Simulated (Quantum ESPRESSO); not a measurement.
## CrO2: orders under volume: volume 0.88, ferro ++

Quantum ESPRESSO 7.5; PBE; plane waves with GBRV 1.5 PBE potentials, no spin-orbit coupling.

Symmetry: P4_2/mnm, No. 136, tetragonal system. The conventional cell has a = 4.237 Å, b = 4.237 Å, c = 2.795 Å, α = 90.00°, β = 90.00°, γ = 90.00°. Nearest to Cr lie 6 O at 1.82 to 1.83 Å. Nearest to O lie 3 Cr at 1.82 to 1.83 Å. Farther neighbours and most contacts between anions are not listed.

Spin moment in the atom's sphere by atom:

```
atom  spin moment in the atom's sphere (μB)
 Cr1                                   1.62
 Cr2                                   1.62
  O3                                  -0.02
  O4                                  -0.02
  O5                                  -0.02
  O6                                  -0.02
```

Read from the output:

- smearing term TS: 0.01187 eV
- pressure: 46.90 GPa
- magnetization: 4 μB
- absolute magnetization: 4.297 μB
- final state: ferromagnetic

**Question.** Which input gives these results?

The system, level and task follow from the heading and the kind of results. Meshes, cutoffs and thresholds can't be read from the results; these are the ones that the run used.

All lengths scale alike; the factor is that of the volume. Atoms keep their fractional places. Seeded atoms are those given a starting moment.

Input file pw.in:

```
&CONTROL
  calculation = 'scf'
  prefix = 'pwscf'
  outdir = './tmp'
  pseudo_dir = './pseudo'
  disk_io = 'nowf'
  tprnfor = .true.
  tstress = .true.
/
&SYSTEM
  ibrav = 0
  celldm(1) = 8
  nat = 6
  ntyp = 2
  ecutwfc = 40
  ecutrho = 280
  nbnd = 39
  occupations = 'smearing'
  smearing = 'fd'
  degauss = 0.00367493
  nspin = 2
  starting_magnetization(1) = 0.2143
  starting_magnetization(2) = 0
/
&ELECTRONS
  conv_thr = 1.2d-08
  electron_maxstep = 150
  mixing_beta = 0.3
/
ATOMIC_SPECIES
Cr     51.9961 cr_pbe_v1.5.uspp.F.UPF
O      15.9990 o_pbe_v1.2.uspp.F.UPF
CELL_PARAMETERS alat
   1.0007454379934    0.0000000000000    0.0000000000000
   0.0000000000000    1.0007454379934    0.0000000000000
   0.0000000000000    0.0000000000000    0.6602973179438
ATOMIC_POSITIONS crystal
Cr      0.0000000000    0.0000000000    0.0000000000
Cr      0.5000000000    0.5000000000    0.5000000000
O       0.3030000000    0.3030000000    0.0000000000
O       0.6970000000    0.6970000000    0.0000000000
O       0.8030000000    0.1970000000    0.5000000000
O       0.1970000000    0.8030000000    0.5000000000
K_POINTS automatic
10 10 10 0 0 0
```

Command:

```console
$ OMP_NUM_THREADS=1 mpirun -n 4 pw.x -nk 4 -in pw.in > pw.out
```

[Logs and program files are shortened in this print: banners, set-up blocks, solver, clock and traceback lines can be left out without a mark of their own.]

[Logs are printed without paths, hosts, clocks, repeated set-up lines and the standing remarks that a program may print on its own settings, such as how far it seeks lower states.]

[Hosts, paths, dates, database ids (printed as entryN), source tags and the programs' standing remarks are cut or masked in the printed files.]

[Where a cell is said to come from a database of computed structures, the database is the Materials Project.]
